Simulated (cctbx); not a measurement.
## HoVSn: solution and refinement

Cell a = 7.2080 Å, b = 4.4310 Å, c = 7.8460 Å, α = 90.00°, β = 90.00°, γ = 90.00°; space group Pnma (no. 62); content Ho4 Sn4 V4.

Simulated single-crystal data (cctbx): Mo Kα, λ = 0.71073 Å, to d = 0.8 Å, 95 % of the full sphere, strongest reflection 5000 counts, noise from counting, a 6 % proportional error and a noise floor of 15 counts (s.d.); no absorption.

1 earlier start (other random phases, and plain and normalised amplitudes in turn) led nowhere (symmetry correlation 0.89).

Charge flipping in P1 on plain amplitudes to 0.8 Å, δ = 1.2 σ, 10 % of the reflections treated as weak, 600 cycles:

```text
cycle      R  skewness
    0  0.588     0.34
   50  0.274     3.49
  100  0.280     3.40
  150  0.273     3.36
  200  0.274     3.21
  250  0.276     3.41
  300  0.278     3.27
  350  0.275     3.33
  400  0.271     3.14
  450  0.286     3.25
  500  0.275     3.21
  550  0.277     3.23
origin shift          correlation  skewness
 0.110  0.133  0.335      0.884      4.44
 0.310  0.119  0.340      0.868      2.72
 0.307  0.098  0.135      0.840      1.85
 0.108  0.099  0.136      0.833      1.91
taken: symmetry correlation 0.884, skewness 4.44
peak      x       y       z  mult  height/sigma
Q1    0.9939  0.2500  0.3074    4     14.1
Q2    0.2117  0.2500  0.8909    4      7.6
Q3    0.2090  0.7500  0.1093    4      6.2
Q4    0.2247  0.2500  0.7330    4      2.7
Q5    0.0781  0.7500  0.0788    4      2.4
Q6    0.0899  0.2500  0.5205    4      2.1
Q7    0.1184  0.0091  0.8790    8      2.1
Q8    0.2434  0.1257  0.2907    8      1.8
```

The origin is taken among those within 0.04 of the best correlation, by the skewness of the map.

Run time: 0.42 s on 1 thread of Intel(R) Xeon(R) CPU @ 2.60GHz (Ice Lake), with other jobs on the host, peak memory 0.07 GiB.

**Question.** Which peaks are atoms, and which elements?

Heights go roughly as Z and multiplicities must add up to the content. First model: Q1 = Ho1 (4 in the cell, height 14.1), Q2 = Sn1 (4 in the cell, height 7.6) and Q3 = V1 (4 in the cell, height 6.2). Against the true structure, Q1 is Ho, Q2 is Sn and Q3 is V; the other peaks are not atoms.

Least squares on F², isotropic:

```text
Rint 0.079, 293 unique reflections to 0.80 A
cycle     R1     wR2    GooF  max shift (A)
   1  0.2811  0.5124   9.437   0.42984
   3  0.0258  0.0539   0.992   0.00000
final R1 0.0258 wR2 0.0539 GooF 0.992  parameters 9  data/parameter 32.6
atom        x        y        z      Ueq    occ   su(xyz)  su(Uiso or U11)
Ho1    0.99304  0.25000  0.30596   0.0047  1.000  0.00011  0.0002
Sn1    0.20122  0.25000  0.88961   0.0049  1.000  0.00015  0.0003
V1     0.16375  0.75000  0.07272   0.0076  1.000  0.00037  0.0006
difference map: max 3.07 min -2.64 rms 0.75
Q1    0.2458  0.2500  0.1594    4    3.11  1.80 A from Ho1
Q2    0.0947  0.7500  0.1407    4    2.90  0.73 A from V1
Q3    0.1629  0.7500  0.9145    4    2.55  1.24 A from V1
Q4    0.1676  0.2500  0.3157    4    2.38  1.26 A from Ho1
Q5    0.0994  0.9976  0.8338    8    2.24  1.41 A from Sn1
```

Anisotropic refinement:

```text
Rint 0.079, 293 unique reflections to 0.80 A
cycle     R1     wR2    GooF  max shift (A)
   1  0.0258  0.0539   1.008   0.00032
   2  0.0256  0.0535   1.002   0.00000
final R1 0.0256 wR2 0.0535 GooF 1.002  parameters 18  data/parameter 16.3
atom        x        y        z      Ueq    occ   su(xyz)  su(Uiso or U11)
Ho1    0.99304  0.25000  0.30596   0.0047  1.000  0.00011  0.0003
Sn1    0.20121  0.25000  0.88959   0.0049  1.000  0.00016  0.0005
V1     0.16373  0.75000  0.07275   0.0075  1.000  0.00038  0.0014
difference map: max 3.10 min -2.62 rms 0.74
Q1    0.2459  0.2500  0.1631    4    3.16  1.80 A from Ho1
Q2    0.0936  0.7500  0.1456    4    2.80  0.76 A from V1
Q3    0.1639  0.7500  0.9133    4    2.52  1.25 A from V1
Q4    0.1679  0.2500  0.3154    4    2.35  1.26 A from Ho1
Q5    0.0990  0.9980  0.8336    8    2.23  1.41 A from Sn1
Q6    0.1026  0.0110  0.3301    8    2.22  1.33 A from Ho1
```

**Reading.** The refinement ends at R1 = 0.0256, wR2 = 0.0535, GooF = 1.00, with difference density between -2.62 and 3.10 e/Å³. Every site matches the true model in element, within 0.002 Å r.m.s., up to an allowed shift of origin.

True model:

| atom | mult. | x | y | z | Ueq (Å²) |
| --- | --- | --- | --- | --- | --- |
| Ho1 | 4 | 0.9932 | 3/4 | 0.1940 | 0.0045 |
| Sn1 | 4 | 0.2016 | 3/4 | 0.6105 | 0.0050 |
| V1 | 4 | 0.6637 | 1/4 | 0.0728 | 0.0069 |

The model was made for the exercise: a known structure type with other elements put in, its volume estimated, not relaxed; displacement parameters are assumed.

[Middle refinement cycles are left out of these outputs.]

[Logs are printed without paths, hosts, clocks, repeated set-up lines and the standing remarks that a program may print on its own settings, such as how far it seeks lower states.]
